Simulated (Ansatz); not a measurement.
# Rh (Fm-3m, 1 atom in the cell): from the cell to its phonons

Wanted: phonon frequencies of Rh (Fm-3m, 1 atom in the cell) and what follows from them.

Method: DFT PBEsol, scalar-relativistic, plane waves, PAW, in Ansatz 0.2.0.

The database entry behind the starting cell differs from later determinations by our own check (an axis about 0.2 % short against later determinations), so it need not match the best structure at ambient conditions.

## (1) Starting point

Symmetry: Fm-3m, No. 225, cubic system. The conventional cell has a = 3.796 Å, b = 3.796 Å, c = 3.796 Å, α = 90.00°, β = 90.00°, γ = 90.00°. Nearest to Rh lie 12 Rh at 2.68 Å.

Coordinates:

```cif
data_structure
_symmetry_space_group_name_H-M 'Fm-3m'
_symmetry_Int_Tables_number 225
_cell_length_a 3.7957
_cell_length_b 3.7957
_cell_length_c 3.7957
_cell_angle_alpha 90.000
_cell_angle_beta 90.000
_cell_angle_gamma 90.000
_cell_volume 54.69
loop_
_atom_site_label
_atom_site_type_symbol
_atom_site_symmetry_multiplicity
_atom_site_Wyckoff_symbol
_atom_site_fract_x
_atom_site_fract_y
_atom_site_fract_z
_atom_site_occupancy
Rh1 Rh 4 a 0.00000 0.00000 0.00000 1
```

## (2) Bringing the structure to rest

Harmonic phonons are second derivatives at a point where the forces vanish, and they are wanted at zero stress, so atoms and cell are relaxed first.

input.yaml

```yaml
crystal:
  lattice:
    - [0.0, 1.89785, 1.89785]
    - [1.89785, 0.0, 1.89785]
    - [1.89785, 1.89785, 0.0]
  atoms:
    - { symbol: Rh, position: [0.0, 0.0, 0.0] }
kpoints:
  mp_grid: { grid: [18, 18, 18] }
hamiltonian:
  xc: pbesol
scf:
  occupations: { method: gaussian, width: 0.1 }
output:
  forces: true
  stress: true
  eigenvalues: true
  write_density: true
  write_potential: true
  elf: true
  volumetric_format: npy
relax:
  adjacent_minimum: "off"
  f_tol: 0.005
  max_steps: 80
  cell: { stress_tol: 0.05 }
```

Started as:

```bash
$ ansatz run input.yaml --threads 4 --pin off --max-ram 7168MiB --backend cpu --events-out ev --progress --plain --runs-dir out
```

Numbers of over 12 decimals in the logs are rounded to 6 here.

The log of the run:

```text
Engine: ansatz 0.2.0, aarch64-unknown-linux-gnu
Pseudopotentials: kind: paw
Pseudopotential: Rh, paw, valence charge 17, recommended cutoff 420 eV (normal), Rh.paw.azcp
Functional definition: PBEsol
  exchange = pbesol_x
  correlation = pbesol_c
Crystal: 1 atoms, lattice volume = 13.671 Å³
Basis set: ecut = 420 eV, 283 PW (Γ), exchange–correlation on 36×36×36 points (8 copies of the dense FFT grid, shifted against one another)
Bands: 13, of which v1, the nominal top of the filled ones, is band 9 counted from 1 (8 counted from 0)
Symmetry: 48 space group operations
Space group: Fm-3m (ITA 225), of the structure as read, at distance tolerance 2.4e-5 Å
k-points: 195 of 5832
Non-local potential: Rh, projectors of the file, l = 0: 3, l = 1: 2, l = 2: 2, l = 3: 1
PAW form: soft (Blöchl's): semilocal exchange-correlation on the pseudo side does not see the compensation charge
PAW frozen core: Rh, regenerated for the run's functional, and the local potential with it (the file was generated under x = pbe(κ = 0.804, μ = 0.219515), c = pbe(β = 0.066725))
PAW one-centre angular grid: Rh, 590 points (default); XC on 64 Gauss nodes
Initial density: superposition of atomic densities (neutral atoms: chi_scale 0, normalization atom), corrected by the library's trained network
Initial wavefunctions: pseudopotential atomic-orbital guess
Functional: x = pbesol(κ = 0.804, μ = 0.123457), c = pbesol(β = 0.046)
SCF iter   1: F=—  HF=-6338.750696 eV  |F-HF|=—  |Δ(HF+E_count)|=         —  Δρ=9.90e-3  dr2=1.10e-2  ethr=1.77e-3  ⟨swp⟩=4.9  Hψ=13968  notcnv=0
preconditioner: auto → none  [metal: Δε(μ)=0.009 eV  Ē_g=14.015 eV  σ=0.100 eV  W_gap=0.05  n_scr=0 (ndim 8)  ℏωp=30.1 eV  f_vac=0.000  D(μ)=1.34/eV (n_scr^D=14)]
SCF iter   2: F=—  HF=-6338.747613 eV  |F-HF|=—  |Δ(HF+E_count)|=   3.08e-3  Δρ=3.83e-3  dr2=1.15e-3  ethr=6.47e-5  ⟨swp⟩=2.7  Hψ=5684  notcnv=0  defer=15
SCF iter   3: F=—  HF=-6338.747269 eV  |F-HF|=—  |Δ(HF+E_count)|=   3.44e-4  Δρ=1.42e-3  dr2=5.12e-5  ethr=6.79e-6  ⟨swp⟩=2.4  Hψ=3678  notcnv=0  defer=15
SCF iter   4: F=—  HF=-6338.747256 eV  |F-HF|=—  |Δ(HF+E_count)|=   1.25e-5  Δρ=9.24e-5  dr2=3.42e-7  ethr=3.01e-7  ⟨swp⟩=2.1  Hψ=4138  notcnv=0  defer=15
iter 5 did not close the SCF: its close was put off for the readings that it lacked (scf_convergence_deferred on its scf_iter line)
SCF iter   5: F=-6338.747256 eV  HF=-6338.747256 eV  |F-HF|=2.18e-9  |Δ(HF+E_count)|=   6.13e-8  Δρ=2.27e-5  dr2=1.31e-8  ethr=2.01e-9  ⟨swp⟩=2.1  Hψ=2830  notcnv=0  defer=15
SCF iter   6: F=-6338.747256 eV  HF=-6338.747256 eV  |F-HF|=1.46e-10  |Δ(HF+E_count)|=  2.09e-10  Δρ=4.84e-6  dr2=5.49e-10  ethr=7.71e-11  ⟨swp⟩=5.9  Hψ=13845  notcnv=0
SCF 1 converged in 6 iterations: F = -6338.747256 eV  dr2 = 5.49e-10
  greatest PAW one-centre occupation: 1.000 electrons in one spin orbital (limit 2), on the Rh atom at site 0 (counted from 0), in its partial waves of l = 0
relax step   1: F+E_penalty+E_count = -6338.74725639 eV  Δ(F+E_penalty+E_count) = +0.000e0 eV  max|allowed force component| = 0.000e0 eV/Å  Δτ_max = 0.0000 Å  P = -3.566 GPa  Ω = 13.671 Å³  (6 SCF iters, dr2 threshold 1.00e-7 eV, accepted)
Crystal: 1 atoms, lattice volume = 13.362 Å³
Basis set: ecut = 420 eV, 259 PW (Γ), exchange–correlation on 36×36×36 points (8 copies of the dense FFT grid, shifted against one another)
Initial density: handed on by an earlier stage of this run
Initial wavefunctions: those handed on with the density
iter 1 solved again at ethr=3.90e-6 eV; its pass at ethr=3.10e-3 eV (dr2=6.64e-4 eV) is discarded
SCF iter   1: F=—  HF=-6338.748117 eV  |F-HF|=—  |Δ(HF+E_count)|=         —  Δρ=2.27e-3  dr2=5.87e-4  ethr=3.90e-6  ⟨swp⟩=1.1  Hψ=17047  notcnv=0
preconditioner: auto → none  [metal: Δε(μ)=0.008 eV  Ē_g=14.289 eV  σ=0.100 eV  W_gap=0.05  n_scr=0 (ndim 8)  ℏωp=30.5 eV  f_vac=0.000  D(μ)=1.29/eV (n_scr^D=14)]
SCF iter   2: F=—  HF=-6338.747988 eV  |F-HF|=—  |Δ(HF+E_count)|=   1.29e-4  Δρ=1.07e-3  dr2=6.27e-5  ethr=3.45e-6  ⟨swp⟩=2.0  Hψ=3392  notcnv=0
SCF iter   3: F=—  HF=-6338.747976 eV  |F-HF|=—  |Δ(HF+E_count)|=   1.22e-5  Δρ=4.49e-4  dr2=8.42e-6  ethr=3.69e-7  ⟨swp⟩=2.8  Hψ=3959  notcnv=0
SCF iter   4: F=-6338.747978 eV  HF=-6338.747978 eV  |F-HF|=5.18e-8  |Δ(HF+E_count)|=   1.67e-6  Δρ=4.32e-5  dr2=5.60e-8  ethr=5.88e-10  ⟨swp⟩=6.7  Hψ=14284  notcnv=0
SCF 2 converged in 4 iterations: F = -6338.747978 eV  dr2 = 5.60e-8
relax step   2: F+E_penalty+E_count = -6338.74797766 eV  Δ(F+E_penalty+E_count) = -7.213e-4 eV  max|allowed force component| = 0.000e0 eV/Å  Δτ_max = 0.0000 Å  P = +3.167 GPa  Ω = 13.362 Å³  energy of the carried Pulay correction = +1.837e-4 eV  (4 SCF iters, dr2 threshold 1.00e-7 eV, accepted)
Crystal: 1 atoms, lattice volume = 13.506 Å³
iter 1 solved again at ethr=6.57e-7 eV; its pass at ethr=3.10e-3 eV (dr2=1.12e-4 eV) is discarded
SCF iter   1: F=—  HF=-6338.749292 eV  |F-HF|=—  |Δ(HF+E_count)|=         —  Δρ=1.03e-3  dr2=1.26e-4  ethr=6.57e-7  ⟨swp⟩=2.0  Hψ=16958  notcnv=0
preconditioner: auto → none  [metal: Δε(μ)=0.009 eV  Ē_g=14.178 eV  σ=0.100 eV  W_gap=0.05  n_scr=0 (ndim 8)  ℏωp=30.3 eV  f_vac=0.000  D(μ)=1.32/eV (n_scr^D=14)]
SCF iter   2: F=—  HF=-6338.749265 eV  |F-HF|=—  |Δ(HF+E_count)|=   2.75e-5  Δρ=4.93e-4  dr2=1.39e-5  ethr=6.57e-7  ⟨swp⟩=2.2  Hψ=3626  notcnv=0
SCF iter   3: F=—  HF=-6338.749260 eV  |F-HF|=—  |Δ(HF+E_count)|=   4.44e-6  Δρ=2.02e-4  dr2=1.76e-6  ethr=8.15e-8  ⟨swp⟩=2.6  Hψ=3890  notcnv=0
SCF iter   4: F=-6338.749261 eV  HF=-6338.749261 eV  |F-HF|=9.65e-9  |Δ(HF+E_count)|=   2.79e-7  Δρ=1.88e-5  dr2=1.07e-8  ethr=5.88e-10  ⟨swp⟩=6.0  Hψ=13479  notcnv=0
SCF 3 converged in 4 iterations: F = -6338.749261 eV  dr2 = 1.07e-8
relax step   3: F+E_penalty+E_count = -6338.74926071 eV  Δ(F+E_penalty+E_count) = -1.283e-3 eV  max|allowed force component| = 0.000e0 eV/Å  Δτ_max = 0.0000 Å  P = -0.079 GPa  Ω = 13.506 Å³  energy of the carried Pulay correction = +9.783e-5 eV  (4 SCF iters, dr2 threshold 1.00e-7 eV, accepted)
[...]
relax step   4: F+E_penalty+E_count = -6338.74926371 eV  Δ(F+E_penalty+E_count) = -2.993e-6 eV  max|allowed force component| = 0.000e0 eV/Å  Δτ_max = 0.0000 Å  P = -0.002 GPa  Ω = 13.502 Å³  energy of the carried Pulay correction = +9.994e-5 eV  (2 SCF iters, dr2 threshold 1.57e-8 eV, accepted)
Initial wavefunctions: pseudopotential atomic-orbital guess (no wavefunctions were taken with the density)
iter 1 solved again at ethr=1.32e-8 eV; its pass at ethr=3.10e-3 eV (dr2=2.24e-6 eV) is discarded
SCF iter   1: F=—  HF=-6338.749166 eV  |F-HF|=—  |Δ(HF+E_count)|=         —  Δρ=3.06e-5  dr2=2.82e-8  ethr=1.32e-8  ⟨swp⟩=3.2  Hψ=21221  notcnv=0
SCF iter   2: F=—  HF=-6338.749167 eV  |F-HF|=—  |Δ(HF+E_count)|=   1.50e-6  Δρ=1.32e-5  dr2=4.61e-9  ethr=1.66e-10  ⟨swp⟩=2.2  Hψ=4066  notcnv=0
SCF iter   3: F=—  HF=-6338.749167 eV  |F-HF|=—  |Δ(HF+E_count)|=  8.13e-10  Δρ=6.57e-6  dr2=6.75e-10  ethr=2.71e-11  ⟨swp⟩=2.2  Hψ=3246  notcnv=0
SCF iter   4: F=—  HF=-6338.749167 eV  |F-HF|=—  |Δ(HF+E_count)|=  5.53e-10  Δρ=2.32e-6  dr2=7.68e-11  ethr=3.97e-12  ⟨swp⟩=2.2  Hψ=4184  notcnv=0
SCF iter   5: F=-6338.749167 eV  HF=-6338.749167 eV  |F-HF|=3.64e-12  |Δ(HF+E_count)|=  9.46e-11  Δρ=4.35e-7  dr2=2.76e-12  ethr=1.00e-12  ⟨swp⟩=4.0  Hψ=10252  notcnv=0
SCF 5 converged in 5 iterations: F = -6338.749167 eV  dr2 = 2.76e-12
relax step   5: F+E_penalty+E_count = -6338.74916711 eV  Δ(F+E_penalty+E_count) = +9.659e-5 eV  max|allowed force component| = 0.000e0 eV/Å  Δτ_max = 0.0000 Å  P = -0.001 GPa  Ω = 13.502 Å³  stress off target by 6.56e-4 GPa  SCF on the basis re-selected at this cell (its energy is not comparable with the rows above)  (5 SCF iters)
basis re-selected at this cell: Δ(F+E_penalty+E_count) = +9.659e-5 eV, ΔP = +0.001 GPa vs the last step (what re-selecting the basis moved, of the pressure what is left beyond the Pulay correction that the steps carried, after the strain that the cell walked since its last selection, with what the two solves' SCF thresholds leave and, on support functions, any second-order correction that the steps lacked; it is no measure of the basis error at this ecutwfc). This SCF's stress stands 6.56e-4 GPa from its target on what of the cell is left free (relax.cell.stress_tol is 5.00e-2 GPa) and its largest allowed force component is 0.00e0 eV/Å (relax.f_tol is 5.00e-3 eV/Å): [rest of the remark cut]
SCF converged after 5 iterations
Free energy (F): -6338.749167 eV
Harris-Foulkes:  -6338.749167 eV  (|F-HF|=3.64e-12)
Internal energy: -6338.742575 eV  (E = F + TS)
E sigma→0 (E₀):  -6338.745871 eV
Entropy (-TS):   -0.006592 eV (-6.592 meV/atom)
Fermi energy:    22.775356 eV
--- Per-component energies (eV) ---
  E_band       = -79.883136
  E_kinetic    = 573.703614
  E_local      = -1541.065136  (includes V_loc(G=0)·N_el)
  E_nonlocal   = 356.245343
  E_hartree    = 540.545117
  E_xc         = -220.852267
  E_vxc        = -278.286671  (∫ρ·V_xc dr)
  E_paw        = -3523.787690  (= ΣΔE_a)
  E_vpaw       = -271.571312  (= ΣTr[D̂ρ^β])
  E_aug_tail   = 0.000801  (compensation charges beyond the density's cutoff)
  E_ewald      = -2523.808559
  E_core_change = 0.276200  (= ΣΔE_core)
  E_smearing   = -0.006592  (= −TS)
  E_closure    = 0.000000  (closes the sum)
  Σ components = -6338.749167   (vs F -6338.749167, Δ=0.00e0)
--- Forces (eV/Å), atoms counted from 1 ---
  atom   1  Rh     0.00000000     0.00000000     0.00000000
  max |Σ_I F_I| component: 9.86e-32 eV/Å
--- Stress (GPa, compression-positive) ---
       -0.000656      -0.000000      -0.000000
       -0.000000      -0.000656      -0.000000
       -0.000000      -0.000000      -0.000656
  P = ⅓ Tr σ = -0.0007 GPa (-0.007 kbar)
--- Band table (eV; the first three rows and the last of 195) ---
  k-point 0: bands = [... 5 lower, 19.5773, 19.5773, 19.5773, 21.7500, 21.7500, 38.4790, 43.9014, 43.9014]
  k-point 1: bands = [... 5 lower, 19.5197, 19.6279, 19.6279, 21.7212, 21.7212, 38.6648, 43.2446, 44.0857]
  k-point 2: bands = [... 5 lower, 19.3755, 19.7602, 19.7602, 21.6589, 21.6589, 39.1653, 41.8556, 44.6270]
  k-point 194: bands = [... 5 lower, 18.3784, 19.3257, 21.5917, 23.7941, 31.6916, 33.1802, 34.1040, 35.5675]
--- Relaxed structure (4 steps of the walk, 4 accepted, 1 SCFs on fresh bases) ---
  F+E_penalty+E_count = -6338.74916711 eV   max|allowed force component| = 0.000e0 eV/Å   (the final SCF, on the basis selected at the relaxed cell)
  cell:  # Å, volume = 13.5023 Å³
    - [0, 1.889990, 1.889990]
    - [1.889990, 0, 1.889990]
    - [1.889990, 1.889990, 0]
  atoms:
    - { symbol: Rh, position: [0.0, 0.0, 0.0] }
```

It took 3.4 s on 4 threads of Arm Neoverse V2, shared host; peak memory 0.31 GiB.

Step by step:

| step | energy less that of the first step (eV) | largest force component (eV/Å) | pressure (GPa) | volume (Å³) |
| --- | --- | --- | --- | --- |
| 1 | 0.0000 | 0.0000 | -3.57 | 13.67 |
| 2 | -0.0007 | 0.0000 | 3.17 | 13.36 |
| 3 | -0.0020 | 0.0000 | -0.08 | 13.51 |
| 4 | -0.0020 | 0.0000 | 0.00 | 13.50 |
| 5* | -0.0019 | 0.0000 | 0.00 | 13.50 |

Relaxation steps marked * repeat the geometry before them on a plane-wave basis chosen anew for their cell, so energy and pressure can jump there.

| conventional cell, symmetrised | before | after | change |
| --- | --- | --- | --- |
| a (Å) | 3.796 | 3.780 | -0.4 % |
| b (Å) | 3.796 | 3.780 | -0.4 % |
| c (Å) | 3.796 | 3.780 | -0.4 % |
| volume (Å³/atom) | 13.67 | 13.50 | -1.2 % |

The relaxed structure:

```xyz
1
Lattice="0.0000 1.8900 1.8900 1.8900 0.0000 1.8900 1.8900 1.8900 0.0000" Properties=species:S:1:pos:R:3 pbc="T T T"
Rh    0.0000    0.0000    0.0000
```

This step gave:

```yaml
pressure: -6.56e-4 GPa
volume_per_atom: 13.50 Å³
gap_on_the_k_mesh: 0 eV
```

Electrostatic potential energy in the ac plane of the conventional cell at fractional y = 0.000, with atoms of Rh within 0.2 Å of it. With pseudopotentials it is smooth inside the atoms' cores, unlike the true potential.

Ten even steps from '0' (-73 eV) to '9' (26 eV), each cell a mean:
```
01479999998620
23689999999753
67899999999986
99999766789999
99997522368999
99986200137999
99985200037999
99996311248999
99998644579999
88999888899988
45799999999864
12489999999631
00379999998520
```
Columns run along a (3.8 Å; values clipped at the 3rd and 97th percentile), rows up along c (3.8 Å), edges of the conventional cell, whose origin can differ from the input's. Atoms in or near the plane, at fractional coordinates: Rh at (0.00, 0.00), Rh at (0.50, 0.50).

ELF in the ac plane of the conventional cell at fractional y = 0.000, with atoms of Rh within 0.2 Å of it. It is the smooth field of the valence electrons, not physical close to the nuclei.

Values, 13 rows by 14 columns, each cell a mean:
```
0.77 0.74 0.62 0.37 0.23 0.21 0.20 0.19 0.20 0.21 0.27 0.48 0.67 0.75
0.69 0.62 0.46 0.28 0.24 0.23 0.21 0.20 0.22 0.23 0.25 0.35 0.53 0.66
0.46 0.39 0.29 0.25 0.26 0.24 0.24 0.25 0.24 0.25 0.26 0.27 0.33 0.43
0.25 0.24 0.24 0.26 0.26 0.33 0.44 0.48 0.40 0.31 0.26 0.25 0.24 0.25
0.20 0.22 0.23 0.24 0.35 0.54 0.67 0.70 0.62 0.47 0.29 0.24 0.23 0.21
0.19 0.20 0.21 0.26 0.48 0.68 0.76 0.77 0.73 0.62 0.38 0.23 0.21 0.20
0.19 0.20 0.21 0.28 0.52 0.70 0.77 0.77 0.75 0.65 0.40 0.23 0.20 0.19
0.20 0.21 0.22 0.25 0.42 0.62 0.72 0.75 0.70 0.55 0.32 0.23 0.22 0.20
0.21 0.22 0.24 0.25 0.30 0.43 0.56 0.60 0.51 0.36 0.25 0.25 0.23 0.22
0.35 0.31 0.26 0.26 0.26 0.27 0.32 0.33 0.29 0.25 0.26 0.25 0.26 0.32
0.61 0.52 0.38 0.27 0.25 0.23 0.22 0.21 0.22 0.24 0.25 0.29 0.43 0.57
0.75 0.70 0.55 0.34 0.23 0.22 0.20 0.20 0.21 0.22 0.25 0.42 0.63 0.73
0.77 0.75 0.65 0.41 0.23 0.20 0.19 0.19 0.20 0.21 0.28 0.52 0.71 0.77
```
Columns run along a (3.8 Å), rows up along c (3.8 Å), edges of the conventional cell, whose origin can differ from the input's. Atoms in or near the plane, at fractional coordinates: Rh at (0.00, 0.00), Rh at (0.50, 0.50).

Valence density in the ac plane of the conventional cell at fractional y = 0.000, with atoms of Rh within 0.2 Å of it. It is the smooth field of the valence electrons, not physical close to the nuclei.

Values in e/Å³, 13 rows by 14 columns, each cell a mean:
```
12  9  4  1  0  0  0  0  0  0  1  2  6 11
 7  5  2  1  0  0  0  0  0  0  0  1  3  6
 2  1  1  0  0  0  1  1  0  0  0  1  1  2
 1  0  0  0  1  1  2  2  2  1  0  0  0  0
 0  0  0  0  1  3  6  7  5  2  1  0  0  0
 0  0  0  1  2  6 11 13  9  5  1  0  0  0
 0  0  0  1  3  7 12 14 10  5  1  0  0  0
 0  0  0  1  2  5  8 10  7  3  1  0  0  0
 0  0  0  0  1  2  3  4  3  1  1  0  0  0
 1  1  1  0  0  1  1  1  1  1  0  0  1  1
 4  3  1  1  0  0  0  0  0  0  0  1  2  4
10  7  3  1  0  0  0  0  0  0  1  2  5  9
14 11  5  1  0  0  0  0  0  0  1  3  7 12
```
Columns run along a (3.8 Å), rows up along c (3.8 Å), edges of the conventional cell, whose origin can differ from the input's. Atoms in or near the plane, at fractional coordinates: Rh at (0.00, 0.00), Rh at (0.50, 0.50).

In this step the volume went from 13.67 to 13.50 Å³/atom.

## (3) Tight relaxation

Phonons need a cell at rest on their own settings, so the relaxation is repeated with tight tolerances on forces and stress, using the mesh and the filling of the phonon run that follows.

input.yaml

```yaml
crystal:
  lattice:
    - [0.0, 1.8899900502, 1.8899900502]
    - [1.8899900502, 0.0, 1.8899900502]
    - [1.8899900502, 1.8899900502, 0.0]
  atoms:
    - { symbol: Rh, position: [0.0, 0.0, 0.0] }
kpoints:
  mp_grid: { grid: [20, 20, 20] }
hamiltonian:
  xc: pbesol
scf:
  occupations: { method: methfessel_paxton, width: 0.15 }
output:
  forces: true
  stress: true
  eigenvalues: true
relax:
  adjacent_minimum: "off"
  f_tol: 0.001
  max_steps: 60
  cell: { stress_tol: 0.01 }
```

The log of the run:

```text
[...]
Crystal: 1 atoms, lattice volume = 13.502 Å³
Basis set: ecut = 420 eV, 259 PW (Γ), exchange–correlation on 36×36×36 points (8 copies of the dense FFT grid, shifted against one another)
Bands: 13, of which v1, the nominal top of the filled ones, is band 9 counted from 1 (8 counted from 0)
Symmetry: 48 space group operations
[...]
k-points: 256 of 8000
[...]
k-point 2: bands = [... 5 lower, 19.4168, 19.7387, 19.7387, 21.6830, 21.6830, 39.0533, 42.1663, 44.5018]
  k-point 255: bands = [... 5 lower, 18.8377, 18.8377, 21.5303, 23.8060, 32.4697, 32.4697, 34.0904, 35.5686]
--- Relaxed structure (3 steps of the walk, 3 accepted, 1 SCFs on fresh bases) ---
[...]
cell:  # Å, volume = 13.4989 Å³
    - [0, 1.889831, 1.889831]
    - [1.889831, 0, 1.889831]
    - [1.889831, 1.889831, 0]
  atoms:
    - { symbol: Rh, position: [0.0, 0.0, 0.0] }
[key lines of the parts left out:]
SCF converged after 4 iterations
Free energy (F): -6338.746683 eV
Fermi energy:    22.779575 eV
P = ⅓ Tr σ = -0.0004 GPa (-0.004 kbar)
```

It took 2.7 s on 4 threads; peak memory 0.32 GiB.

Little changed from the start: no atom moved by 0.005 Å and no cell edge by 0.1 %.

Numbers from this step:

```
pressure : -3.89e-4 GPa
```

The forces vanish by symmetry and the pressure is 0.000 GPa, within the tolerances set. The cell now holds 13.50 Å³/atom.

(Part 1 of 2 ends here.)

[Logs are printed without paths, hosts, clocks, repeated set-up lines and the standing remarks that a program may print on its own settings, such as how far it seeks lower states.]

[Hosts, paths, dates, database ids (printed as entryN), source tags and the programs' standing remarks are cut or masked in the printed files.]
